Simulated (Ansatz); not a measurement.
# Ca on Nb(110): change of the work function, part 2 of 6

Wanted: Δφ(θ) for Ca/Nb(110), starting from the hollow site.

Ansatz 0.2.0; plane-wave DFT, PBEsol, Ansatz PAW (the session's first sound run).

So far, work function, upper face (eV): step 2 (the clean slab) 4.56.

**3. Adsorbate added, coverage 0.25 ML**

System of this step: Ca/Nb(110). The cell holds 17 atoms: 16 Nb and 1 Ca. Its edges and angles: a = 5.716 Å, b = 5.716 Å, c = 28.019 Å, α = 90.0°, β = 90.0°, γ = 70.5°. Vacuum lies along c.

The clean slab as it ended is repeated in the plane and the adsorbate is set on one face; the cell's size fixes the coverage, and the k-mesh shrinks with it to keep the sampling density about even. Adsorbate and upper layers relax, since the dipole depends on the height.

The input, input.yaml:

```yaml
crystal:
  lattice:
    - [4.6669047558, -3.3, 0.0]
    - [4.6669047558, 3.3, 0.0]
    - [0.0, 0.0, 28.0186516586]
  atoms:
    - { symbol: Nb, position: [0.0, 0.0, 0.3212146005] }
    - { symbol: Nb, position: [0.25, 0.25, 0.4044967087] }
    - { symbol: Nb, position: [0.0, 0.0, 0.4867896046] }
    - { symbol: Nb, position: [0.25, 0.25, 0.5646475465] }
    - { symbol: Nb, position: [0.0, 0.5, 0.3212146005] }
    - { symbol: Nb, position: [0.25, 0.75, 0.4044967087] }
    - { symbol: Nb, position: [0.0, 0.5, 0.4867896046] }
    - { symbol: Nb, position: [0.25, 0.75, 0.5646475465] }
    - { symbol: Nb, position: [0.5, 0.0, 0.3212146005] }
    - { symbol: Nb, position: [0.75, 0.25, 0.4044967087] }
    - { symbol: Nb, position: [0.5, 0.0, 0.4867896046] }
    - { symbol: Nb, position: [0.75, 0.25, 0.5646475465] }
    - { symbol: Nb, position: [0.5, 0.5, 0.3212146005] }
    - { symbol: Nb, position: [0.75, 0.75, 0.4044967087] }
    - { symbol: Nb, position: [0.5, 0.5, 0.4867896046] }
    - { symbol: Nb, position: [0.75, 0.75, 0.5646475465] }
    - { symbol: Ca, position: [0.42, 0.42, 0.6787853995] }
kpoints:
  mp_grid: { grid: [6, 6, 1] }
hamiltonian:
  xc: pbesol
scf:
  occupations: { method: fermi_dirac, width: 0.1 }
  convergence: { dr2_threshold: 1.0e-08 }
efield:
  axis: 3
  dipole_correction: true
  ramp_position: 0.97
  ramp_width: 0.06
relax:
  f_tol: 0.02
  max_steps: 60
  constraints: [{ sites: [0, 1, 4, 5, 8, 9, 12, 13] }]
output:
  bader: true
  dos: { projected: true, e_range: [-8, 4] }
  write_potential: true
  write_density: true
  volumetric_format: npy
  elf: true
```

The run is started by

```console
ansatz run input.yaml --threads 4 --pin off --max-ram 6144MiB --backend cpu --events-out ev --progress --plain --runs-dir out
```

Log:

```text
[...]
Crystal: 17 atoms, lattice volume = 863.018 Å³
Basis set: ecut = 420 eV, 16853 PW (Γ), exchange–correlation on 80×80×384 points (8 copies of the dense FFT grid, shifted against one another)
Bands: 131, of which v1, the nominal top of the filled ones, is band 109 counted from 1 (108 counted from 0)
Symmetry: 2 space group operations
[...]
k-points: 13 of 36 (time reversal used)
[...]
SCF iter   1: F=—  HF=-73712.837487 eV  |F-HF|=—  |Δ(HF+E_count)|=         —  Δρ=9.36e-3  dr2=1.55e1  ethr=1.77e-3  p=0.530 e·Å  D=1.11e-1 V/Å  ΔV_dip=-3.11 eV  dr2_dipole=7.01e0  V_vac-E_F(+/−)=1.97/5.09 eV  ⟨swp⟩=15.0  Hψ=10069  notcnv=0
[...]
SCF iter  11: F=-73712.355162 eV  HF=-73712.355162 eV  |F-HF|=6.69e-9  |Δ(HF+E_count)|=   2.76e-8  Δρ=4.92e-7  dr2=6.11e-9  ethr=4.59e-12  p=0.331 e·Å  D=6.95e-2 V/Å  ΔV_dip=-1.95 eV  dr2_dipole=2.20e-10  V_vac-E_F(+/−)=2.68/4.62 eV  ⟨swp⟩=15.2  Hψ=12797  notcnv=0
SCF 1 converged in 11 iterations: F = -73712.355162 eV  dr2 = 6.11e-9
[...]
relax step   1: F+E_penalty+E_count = -73712.35516225 eV  Δ(F+E_penalty+E_count) = +0.000e0 eV  max|allowed force component| = 1.180e0 eV/Å  Δτ_max = 0.0000 Å  (11 SCF iters, accepted)
[...]
SCF iter   1: F=—  HF=-73712.660862 eV  |F-HF|=—  |Δ(HF+E_count)|=         —  Δρ=5.62e-3  dr2=7.87e-1  ethr=2.80e-4  p=0.331 e·Å  D=6.95e-2 V/Å  ΔV_dip=-1.95 eV  dr2_dipole=3.35e-3  V_vac-E_F(+/−)=2.67/4.62 eV  ⟨swp⟩=1.8  Hψ=6389  notcnv=0
[...]
eigensolver tolerance schedule calibrated: the retry pair's looser diagonalisation under-reported the residual by θ = 0.22 (0.21/decade); ethr = c·dr2/N_el runs at the constant in force after the calibration composes with the one it found (an armed cap, an earlier calibration), c = 2.2e-2
[...]
SCF iter   2: F=—  HF=-73712.589612 eV  |F-HF|=—  |Δ(HF+E_count)|=   7.13e-2  Δρ=2.09e-3  dr2=8.73e-2  ethr=7.87e-5  p=0.366 e·Å  D=7.67e-2 V/Å  ΔV_dip=-2.15 eV  dr2_dipole=1.47e-3  V_vac-E_F(+/−)=2.48/4.63 eV  ⟨swp⟩=3.8  Hψ=3994  notcnv=0
[...]
SCF iter  10: F=-73712.577289 eV  HF=-73712.577289 eV  |F-HF|=1.78e-9  |Δ(HF+E_count)|=   4.47e-8  Δρ=6.94e-7  dr2=9.05e-9  ethr=1.00e-12  p=0.374 e·Å  D=7.85e-2 V/Å  ΔV_dip=-2.20 eV  dr2_dipole=7.91e-11  V_vac-E_F(+/−)=2.43/4.63 eV  ⟨swp⟩=12.6  Hψ=12875  notcnv=0
SCF 2 converged in 10 iterations: F = -73712.577289 eV  dr2 = 9.05e-9
relax step   2: F+E_penalty+E_count = -73712.57728868 eV  Δ(F+E_penalty+E_count) = -2.221e-1 eV  max|allowed force component| = 1.040e0 eV/Å  Δτ_max = 0.1942 Å  (10 SCF iters, accepted)
SCF iter   1: F=—  HF=-73712.853101 eV  |F-HF|=—  |Δ(HF+E_count)|=         —  Δρ=4.22e-3  dr2=1.47e0  ethr=2.16e-3  p=0.374 e·Å  D=7.85e-2 V/Å  ΔV_dip=-2.20 eV  dr2_dipole=2.79e-1  V_vac-E_F(+/−)=2.44/4.64 eV  ⟨swp⟩=6.7  Hψ=4482  notcnv=0
[...]
SCF iter  10: F=-73712.791617 eV  HF=-73712.791617 eV  |F-HF|=3.78e-10  |Δ(HF+E_count)|=   2.72e-8  Δρ=3.77e-7  dr2=2.51e-9  ethr=4.59e-12  p=0.411 e·Å  D=8.62e-2 V/Å  ΔV_dip=-2.42 eV  dr2_dipole=1.43e-10  V_vac-E_F(+/−)=2.21/4.62 eV  ⟨swp⟩=12.2  Hψ=12213  notcnv=0
SCF 3 converged in 10 iterations: F = -73712.791617 eV  dr2 = 2.51e-9
relax step   3: F+E_penalty+E_count = -73712.79161744 eV  Δ(F+E_penalty+E_count) = -2.143e-1 eV  max|allowed force component| = 5.260e-1 eV/Å  Δτ_max = 0.1991 Å  (10 SCF iters, accepted)
[... from here on, the SCF cycles and remarks between the steps are left out ...]
relax step   4: F+E_penalty+E_count = -73712.84054448 eV  Δ(F+E_penalty+E_count) = -4.893e-2 eV  max|allowed force component| = 1.318e-1 eV/Å  Δτ_max = 0.1961 Å  (9 SCF iters, accepted)
relax step   5: F+E_penalty+E_count = -73712.84639272 eV  Δ(F+E_penalty+E_count) = -5.848e-3 eV  max|allowed force component| = 1.699e-1 eV/Å  Δτ_max = 0.1545 Å  (10 SCF iters, accepted)
relax step   6: F+E_penalty+E_count = -73712.85906767 eV  Δ(F+E_penalty+E_count) = -1.267e-2 eV  max|allowed force component| = 4.556e-2 eV/Å  Δτ_max = 0.2000 Å  (9 SCF iters, accepted)
relax step   7: F+E_penalty+E_count = -73712.86518646 eV  Δ(F+E_penalty+E_count) = -6.119e-3 eV  max|allowed force component| = 4.202e-2 eV/Å  Δτ_max = 0.1948 Å  (9 SCF iters, accepted)
relax step   8: F+E_penalty+E_count = -73712.86817610 eV  Δ(F+E_penalty+E_count) = -2.990e-3 eV  max|allowed force component| = 3.594e-2 eV/Å  Δτ_max = 0.1954 Å  (9 SCF iters, accepted)
relax step   9: F+E_penalty+E_count = -73712.86769873 eV  Δ(F+E_penalty+E_count) = +4.774e-4 eV  max|allowed force component| = 5.430e-2 eV/Å  Δτ_max = 0.0669 Å  (8 SCF iters, rejected (line search))
relax step  10: F+E_penalty+E_count = -73712.86884819 eV  Δ(F+E_penalty+E_count) = -6.721e-4 eV  max|allowed force component| = 1.997e-3 eV/Å  Δτ_max = 0.0192 Å  (8 SCF iters, accepted)
SCF iter   1: F=—  HF=-73712.868858 eV  |F-HF|=—  |Δ(HF+E_count)|=         —  Δρ=2.19e-4  dr2=1.46e-3  ethr=5.44e-6  p=0.430 e·Å  D=9.01e-2 V/Å  ΔV_dip=-2.52 eV  dr2_dipole=2.65e-4  V_vac-E_F(+/−)=2.10/4.63 eV  ⟨swp⟩=3.6  Hψ=3524  notcnv=0
[...]
SCF iter   8: F=-73712.868858 eV  HF=-73712.868858 eV  |F-HF|=6.58e-9  |Δ(HF+E_count)|=   1.17e-8  Δρ=2.62e-7  dr2=5.76e-9  ethr=4.59e-12  p=0.430 e·Å  D=9.01e-2 V/Å  ΔV_dip=-2.52 eV  dr2_dipole=2.44e-9  V_vac-E_F(+/−)=2.10/4.63 eV  ⟨swp⟩=11.2  Hψ=12503  notcnv=0
SCF 11 converged in 8 iterations: F = -73712.868858 eV  dr2 = 5.76e-9
relax step  11: F+E_penalty+E_count = -73712.86885837 eV  Δ(F+E_penalty+E_count) = -1.017e-5 eV  max|allowed force component| = 7.495e-3 eV/Å  Δτ_max = 0.0204 Å  (8 SCF iters, accepted)
NSCF: frozen V_eff on 13 k-points
[...]
WARN: The output density's exchange-correlation potential varies sharply where the density is thin. Do not read a vacuum level from v_tot or v_xc, or from such a field of the output density. On a cell that repeats whose density bears no net charge and no dipole along the vacuum's axis use v_es (v_loc + v_h of the components); under efield.dipole_correction with no amplitude use v_es + v_field, which holds any externa [...]
SCF converged after 8 iterations
Free energy (F): -73712.868858 eV
[...]
Internal energy: -73712.157762 eV  (E = F + TS)
E sigma→0 (E₀):  -73712.513310 eV
Entropy (-TS):   -0.711096 eV (-41.829 meV/atom)
Fermi energy:    4.206912 eV
Dipole field:    D = 0.090045 V/Å  (p = 0.429455 e·Å, saw-weighted, corrected)
Work function:   Φ+ = 2.1054 eV   Φ− = 4.6283 eV
[...]
--- Forces (eV/Å), atoms counted from 1 ---
  atom   1  Nb    -0.00008393     0.00000000     0.58073307
  atom   2  Nb    -0.02131171     0.00000000    -0.64691488
  atom   3  Nb    -0.00077931    -0.00000000    -0.00004539
  atom   4  Nb    -0.00004388    -0.00000000     0.00002539
  atom   5  Nb    -0.00000499     0.00002849     0.63161901
  atom   6  Nb     0.00020657    -0.03702638    -0.57928257
  atom   7  Nb    -0.00069826     0.00158100     0.00045362
  atom   8  Nb     0.00027145    -0.00163200     0.00506958
  atom   9  Nb    -0.00000499    -0.00002849     0.63161901
  atom  10  Nb     0.00020657     0.03702638    -0.57928257
  atom  11  Nb    -0.00069826    -0.00158100     0.00045362
  atom  12  Nb     0.00027145     0.00163200     0.00506958
  atom  13  Nb     0.00009255    -0.00000000     0.60645473
  atom  14  Nb     0.02174998    -0.00000000    -0.64673863
  atom  15  Nb     0.00061341     0.00000000     0.00084376
  atom  16  Nb     0.00074141     0.00000000    -0.00254494
  atom  17  Ca    -0.00054596    -0.00000000    -0.00749477
  max |Σ_I F_I| component: 3.76e-5 eV/Å
--- Band table (eV; the first three rows and the last of 13) ---
  k-point 0: bands = [... 105 lower, 4.3039, 4.3377, 4.4062, 4.5551, 4.7028, 4.9359, 5.3470, 5.4393, ... 18 higher]
  k-point 1: bands = [... 105 lower, 4.1873, 4.2375, 4.3124, 4.5743, 4.7294, 4.8574, 4.9736, 5.0791, ... 18 higher]
  k-point 2: bands = [... 105 lower, 3.8372, 3.9286, 4.0308, 4.1003, 4.3296, 4.4201, 4.4921, 4.5267, ... 18 higher]
  k-point 12: bands = [... 105 lower, 3.9403, 4.0012, 4.1627, 4.2962, 4.3091, 4.3609, 4.3642, 4.3698, ... 18 higher]
--- Relaxed structure (11 steps of the walk, 10 accepted, 0 SCFs on fresh bases) ---
  F+E_penalty+E_count = -73712.86885837 eV   max|allowed force component| = 7.495e-3 eV/Å
  atoms:
    - { symbol: Nb, position: [0.0, 0.0, 0.321215] }
    - { symbol: Nb, position: [0.250000, 0.250000, 0.4044967087] }
    - { symbol: Nb, position: [1.284350e-5, 1.284350e-5, 0.485921] }
    - { symbol: Nb, position: [0.251653, 0.251653, 0.567304] }
    - { symbol: Nb, position: [-2.775558e-17, 0.5, 0.321215] }
    - { symbol: Nb, position: [0.250000, 0.750000, 0.4044967087] }
    - { symbol: Nb, position: [3.425590e-5, 0.499993, 0.486688] }
    - { symbol: Nb, position: [0.249065, 0.750941, 0.564144] }
    - { symbol: Nb, position: [0.5, -2.775558e-17, 0.321215] }
    - { symbol: Nb, position: [0.750000, 0.250000, 0.4044967087] }
    - { symbol: Nb, position: [0.499993, 3.425590e-5, 0.486688] }
    - { symbol: Nb, position: [0.750941, 0.249065, 0.564144] }
    - { symbol: Nb, position: [0.500000, 0.500000, 0.321215] }
    - { symbol: Nb, position: [0.750000, 0.750000, 0.4044967087] }
    - { symbol: Nb, position: [0.500005, 0.500005, 0.486291] }
    - { symbol: Nb, position: [0.748366, 0.748366, 0.567298] }
    - { symbol: Ca, position: [0.500274, 0.500274, 0.657346] }
--- Bader charges: 17 sites ---
  site symbol  charge [e]  shift [e]
     0     Nb     -0.0824     0.0000
     1     Nb      0.0822     0.0000
     2     Nb      0.0482     0.0000
     3     Nb     -0.2353     0.0000
     4     Nb     -0.0812     0.0000
     5     Nb      0.0852     0.0000
     6     Nb      0.0725     0.0000
     7     Nb     -0.3530     0.0000
     8     Nb     -0.0812     0.0000
     9     Nb      0.0853     0.0000
    10     Nb      0.0726     0.0000
    11     Nb     -0.3530     0.0000
    12     Nb     -0.0829     0.0000
    13     Nb      0.0822     0.0000
    14     Nb      0.0609     0.0000
    15     Nb     -0.2363     0.0000
    16     Ca      0.9162     0.0000
  estimated error of the sums over rays = 6.1e-4 e
```

It took 5.7 min on 4 threads of Intel Xeon Platinum 8375C at 2.90GHz (Ice Lake), shared host; peak memory 3.2 GiB; 22 min of CPU time.

Step by step:

| step | energy less that of the first step (eV) | largest force component (eV/Å) |
| --- | --- | --- |
| 1 | 0.0000 | 1.1802 |
| 2 | -0.2221 | 1.0400 |
| 3 | -0.4365 | 0.5260 |
| 4 | -0.4854 | 0.1318 |
| 5 | -0.4912 | 0.1699 |
| 6 | -0.5039 | 0.0456 |
| 7 | -0.5100 | 0.0420 |
| 8 | -0.5130 | 0.0359 |
| 9 | -0.5125 | 0.0543 |
| 10 | -0.5137 | 0.0020 |
| 11 | -0.5137 | 0.0075 |

Relaxation step 9 was tried and not accepted.

The run keeps the 2 symmetry operations that the program found, so distortions that break them were not tested.

The atoms that moved most (Å):

| atom | dx | dy | dz | length |
| --- | --- | --- | --- | --- |
| Ca17 | 0.749 | 0.000 | -0.601 | 0.960 |
| Nb4 | 0.015 | 0.000 | 0.074 | 0.076 |
| Nb16 | -0.015 | 0.000 | 0.074 | 0.076 |
| Nb3 | 0.000 | 0.000 | -0.024 | 0.024 |
| Nb12 | 0.000 | -0.006 | -0.014 | 0.015 |
| Nb8 | 0.000 | 0.006 | -0.014 | 0.015 |
| Nb15 | 0.000 | 0.000 | -0.014 | 0.014 |

Final coordinates:

```xyz
17
Lattice="4.6669 -3.3000 0.0000 4.6669 3.3000 0.0000 0.0000 0.0000 28.0187" Properties=species:S:1:pos:R:3
Nb    0.0000    0.0000    9.0000
Nb    2.3335    0.0000   11.3335
Nb    0.0001    0.0000   13.6149
Nb    2.3489    0.0000   15.8951
Nb    2.3335    1.6500    9.0000
Nb    4.6669    1.6500   11.3335
Nb    2.3336    1.6499   13.6363
Nb    4.6669    1.6562   15.8066
Nb    2.3335   -1.6500    9.0000
Nb    4.6669   -1.6500   11.3335
Nb    2.3336   -1.6499   13.6363
Nb    4.6669   -1.6562   15.8066
Nb    4.6669    0.0000    9.0000
Nb    7.0004    0.0000   11.3335
Nb    4.6670    0.0000   13.6252
Nb    6.9851    0.0000   15.8949
Ca    4.6695    0.0000   18.4180
```

Numbers from this step:

| Item | Value |
| --- | --- |
| energy at zero smearing | -73712.5133 eV |
| work function, upper face | 2.105 eV |
| work function, lower face | 4.628 eV |
| dipole along the normal | 0.4295 e·Å |
| step between the vacuum levels | -2.523 eV |

Running mean over 2.333 Å of the planar mean; the ramp of the sawtooth is left out. The electron's electrostatic potential energy less the Fermi level by z:

z (Å), electron's electrostatic potential energy less the Fermi level (eV) and a bar from the least value:
```
        4        4.6 ##############################
        5        4.6 ##############################
        6        4.4 ##############################
        7        2.9 ###########################
        8       -5.8 ###########
        9      -11.0 ##
       10      -10.9 ##
       11      -10.8 ##
       12      -11.1 #
       13      -11.1 ##
       14      -11.3 #
       15      -11.9 
       16      -10.9 ##
       17       -5.3 ############
       18       -0.4 #####################
       19       -0.2 #####################
       20        1.2 ########################
       21        1.9 #########################
       22        2.1 #########################
       23        2.1 #########################
       24        2.1 #########################
```

The density of states has structure finer than the step of the table below, so its rows give means over 0.25 eV. Peaks (eV: height): -1.710: 34.3, -1.620: 42.5, -1.350: 39.6, -1.260: 34.0, -0.570: 33.1, -0.210: 34.8, 0.360: 37.2.

Table of density of states by energy, zero at the Fermi level; means over each step:

energy (eV), density of states (states/eV a cell) and a bar:
```
    -5.75        0.0 
    -5.50        0.7 #
    -5.25        0.9 #
    -5.00        1.0 #
    -4.75        1.1 #
    -4.50        2.1 ##
    -4.25        2.7 ###
    -4.00        3.2 ###
    -3.75        3.3 ###
    -3.50       14.5 ##############
    -3.25       17.0 ################
    -3.00       16.0 ###############
    -2.75       24.0 #######################
    -2.50       23.3 ######################
    -2.25       17.5 #################
    -2.00       13.4 #############
    -1.75       18.6 ##################
    -1.50       31.8 ##############################
    -1.25       28.0 ##########################
    -1.00       22.3 #####################
    -0.75       20.3 ###################
    -0.50       29.0 ###########################
    -0.25       27.1 ##########################
     0.00       22.6 #####################
     0.25       18.0 #################
     0.50       16.2 ###############
     0.75       15.1 ##############
     1.00       16.2 ###############
     1.25       15.9 ###############
```

Projected DOS per atom over height of the atomic layer and energy from the Fermi level. Layers: Nb4 Nb4 Nb4 Nb4 Ca from below.

Values in states/eV, 22 rows by 5 columns, each cell a mean:
```
1.02 0.56 0.51 0.94 0.37
0.89 0.57 0.58 1.12 0.46
1.30 0.66 0.70 1.20 0.65
1.55 1.24 1.27 1.72 0.40
2.26 1.38 1.32 1.43 0.18
1.60 1.08 1.00 1.61 0.15
1.89 1.98 1.67 1.88 0.61
0.71 0.96 1.27 1.35 0.59
1.19 1.10 0.94 1.18 0.07
1.36 1.47 1.49 1.42 0.07
0.67 1.15 1.32 0.86 0.07
0.48 0.92 1.06 0.65 0.06
0.17 0.19 0.20 0.21 0.03
0.13 0.16 0.15 0.15 0.02
0.04 0.09 0.10 0.05 0.01
0.03 0.08 0.08 0.04 0.00
0.01 0.02 0.02 0.01 0.00
0.00 0.00 0.00 0.00 0.00
0.00 0.00 0.00 0.00 0.00
0.00 0.00 0.00 0.00 0.00
0.00 0.00 0.00 0.00 0.00
0.00 0.00 0.00 0.00 0.00
```
Columns: height of the atomic layer (Å) from 9 to 18.4 (not evenly spaced); rows upwards: energy from the Fermi level (eV) from -7.96 to 1.34.

Electrostatic potential energy in the ca plane at fractional y = 0.500, with atoms of Nb and Ca within 0.2 Å of it. With pseudopotentials it is smooth inside the atoms' cores, unlike the true potential.

Ten even steps from '0' (-62 eV) to '9' (8 eV), each cell a mean:
```
02799999985000379999999999999999999999999999
36899999997433689999999999999999999999999999
78999999999878899999999999999999999999999999
99999999999999999999999999999999999999999999
78999999999878899999999988889999999999999999
36899999997423689999999864468999999999999999
02799999985000379999999730037899999999999999
01699999985000279999999720037899999999999999
14799999986201589999999752257899999999999999
57999999998656899999999876678999999999999999
89999999999988999999999998899999999999999999
89999999999988999999999999999999999999999999
67999999998656799999999999999999999999999999
04799999986201489999999999999999999999999999
01699999985000279999999999999999999999999999
```
Columns run along c (16.0 Å, from fractional 0.33 to 0.90 of the cell; values clipped at the 3rd and 97th percentile), rows up along a (5.7 Å). Atoms in or near the plane, at fractional coordinates: Nb at (0.49, 0.00), Nb at (0.49, 0.50), Ca at (0.66, 0.50).

ELF in the ca plane at fractional y = 0.500, with atoms of Nb and Ca within 0.2 Å of it. It is the smooth field of the valence electrons, not physical close to the nuclei.

Ten even steps from '0' (0.00) to '9' (0.85), each cell a mean:
```
78435434425867733543345555432110000000000000
75244333433687424433345665432211000000000000
33344333443233245433346653111222110000000000
33553223454322455333356420000123321000000000
33344333443333244333455213420013432100000000
75244334433687424433453269983112443210000000
77435434425867733444452499996112554210000000
58435444426846833544551599997212554210000000
86345434424888623433452389995112454210000000
53344333432455334433454136752013443100000000
33453323454322355333455311100013321100000000
33453323454322355433346531001122211000000000
53344333432455334433346664322221100000000000
86345434424888624433345655432211000000000000
58435444426836833543445554432110000000000000
```
Columns run along c (16.0 Å, from fractional 0.33 to 0.90 of the cell), rows up along a (5.7 Å). Atoms in or near the plane, at fractional coordinates: Nb at (0.49, 0.00), Nb at (0.49, 0.50), Ca at (0.66, 0.50).

Valence density in the ca plane at fractional y = 0.500, with atoms of Nb and Ca within 0.2 Å of it. It is the smooth field of the valence electrons, not physical close to the nuclei.

Values in e/Å³, 8 rows by 16 columns, each cell a mean:
```
2.3 0.3 0.2 0.5 3.5 1.1 0.2 0.2 0.1 0.0 0.0 0.0 0.0 0.0 0.0 0.0
0.4 0.2 0.3 0.2 0.5 0.3 0.3 0.2 0.1 0.0 0.0 0.0 0.0 0.0 0.0 0.0
0.6 0.2 0.3 0.3 0.9 0.4 0.3 0.2 0.2 0.6 0.1 0.0 0.0 0.0 0.0 0.0
2.9 0.3 0.2 0.7 4.4 1.4 0.2 0.2 0.9 4.6 0.5 0.0 0.0 0.0 0.0 0.0
2.3 0.3 0.2 0.5 3.5 1.1 0.2 0.2 0.6 3.3 0.4 0.0 0.0 0.0 0.0 0.0
0.4 0.2 0.3 0.2 0.5 0.3 0.3 0.2 0.1 0.2 0.0 0.0 0.0 0.0 0.0 0.0
0.6 0.2 0.3 0.3 0.9 0.4 0.3 0.2 0.1 0.0 0.0 0.0 0.0 0.0 0.0 0.0
2.9 0.3 0.2 0.6 4.3 1.4 0.2 0.2 0.1 0.0 0.0 0.0 0.0 0.0 0.0 0.0
```
Columns run along c (16.0 Å, from fractional 0.33 to 0.90 of the cell), rows up along a (5.7 Å). Atoms in or near the plane, at fractional coordinates: Nb at (0.49, 0.00), Nb at (0.49, 0.50), Ca at (0.66, 0.50).

The relaxation took 11 steps and lowered the energy by 0.51 eV; the largest force on the free atoms ends at 0.0075 eV/Å.

By hand: a sheet of dipoles makes a step −p/(ε₀A) in the electron's potential. With e/ε₀ = 180.95 V·Å, p = 0.4295 e·Å and A = 30.80 Å², that is −180.95 × (0.4295) / 30.80 = -2.523 eV, and the two vacuum levels of the run differ by -2.523 eV.

The covered face has 2.11 eV, -2.45 eV against the clean one; the bare back face has moved by -0.01 eV, a measure of how thin the slab is.

[end of part 2 of 6]

[Long decimals in the printed logs are rounded to 6 places.]

[Logs are printed without paths, hosts, clocks, repeated set-up lines and the standing remarks that a program may print on its own settings, such as how far it seeks lower states.]

[Hosts, paths, dates, database ids (printed as entryN), source tags and the programs' standing remarks are cut or masked in the printed files.]

[Maps of the electrostatic potential energy from Ansatz leave out the sawtooth potential of an applied field or a dipole correction, so their vacuum need not be flat; planar profiles and work functions include it.]

[The density of states shown here was stored with 400 of the rows of the run's finer table, so its peaks can read low, often by over a quarter, or be missed, and its means over a window can be off by a tenth or more.]
